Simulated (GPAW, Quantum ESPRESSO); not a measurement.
The N K edge of atom 3 in Ta2N (P-3m1), with 6 Ta at 2.18 Å (octahedral, site symmetry -3m), was computed in 2 ways: excited-electron core hole (neutral cell) and no core hole. Program and functional: Quantum ESPRESSO XSpectra, LDA, without spin-orbit coupling, Lorentzian half width 0.3 eV up to 4 eV, rising linearly to 2.5 eV at 25 eV; cells of 3 and 24 atoms (the run without a hole in the smaller).

Each run is counted from its own lowest empty level or Fermi level and scaled to a mean of 1 over its first 20 eV.

| E (eV) | run 1 | run 2 |
| --- | --- | --- |
| -2.0 | 0.08 | 0.05 |
| -1.0 | 0.17 | 0.10 |
| 0.0 | 0.99 | 0.46 |
| 1.0 | 2.22 | 1.18 |
| 2.0 | 1.68 | 1.67 |
| 3.0 | 1.53 | 1.46 |
| 4.0 | 1.28 | 1.31 |
| 5.0 | 1.67 | 1.46 |
| 6.0 | 1.24 | 1.55 |
| 7.0 | 0.97 | 1.22 |
| 8.0 | 0.92 | 1.07 |
| 9.0 | 0.98 | 1.07 |
| 10.0 | 0.94 | 1.12 |
| 11.0 | 0.77 | 0.97 |
| 12.0 | 0.71 | 0.82 |
| 13.0 | 0.72 | 0.83 |
| 14.0 | 0.66 | 0.79 |
| 15.0 | 0.61 | 0.71 |
| 16.0 | 0.57 | 0.66 |
| 17.0 | 0.54 | 0.61 |
| 18.0 | 0.50 | 0.55 |
| 19.0 | 0.50 | 0.52 |
| 20.0 | 0.51 | 0.51 |
| 21.0 | 0.54 | 0.53 |
| 22.0 | 0.56 | 0.55 |
| 23.0 | 0.58 | 0.56 |
| 24.0 | 0.59 | 0.57 |
| 25.0 | 0.59 | 0.58 |
| 26.0 | 0.60 | 0.58 |
| 27.0 | 0.60 | 0.59 |
| 28.0 | 0.60 | 0.60 |
| 29.0 | 0.60 | 0.61 |
| 30.0 | 0.59 | 0.61 |
| 31.0 | 0.57 | 0.60 |
| 32.0 | 0.55 | 0.58 |

**Question.** Which run is which?

Run 1: excited-electron core hole (neutral cell) (area from −2 to 6 eV 10.3, main maxima 1.2 eV (2.25), 3.1 eV (1.53), 5.0 eV (1.67) and 9.4 eV (0.99)). Run 2: no core hole (area from −2 to 6 eV 8.3, main maxima 1.7 eV (1.73), 3.1 eV (1.49), 4.2 eV (1.34) and 5.8 eV (1.58)). With each curve scaled to its own mean, the area from −2 to 6 eV with the hole is 10.3 against 8.3, and the centre of weight from −1 to 20 eV moves by -0.9 eV: the hole pulls the absorber's empty states down.

[Hosts, paths, dates, database ids (printed as entryN), source tags and the programs' standing remarks are cut or masked in the printed files.]

[Lists of maxima count a maximum above −3 eV only where it reaches 4 % of the highest in the window and stands out from its surroundings by 2 % of it (1.5 % where it reaches 55 %); shoulders and weaker maxima are passed over, and of the rest the first, up to two pre-edge ones and the few strongest are named.]
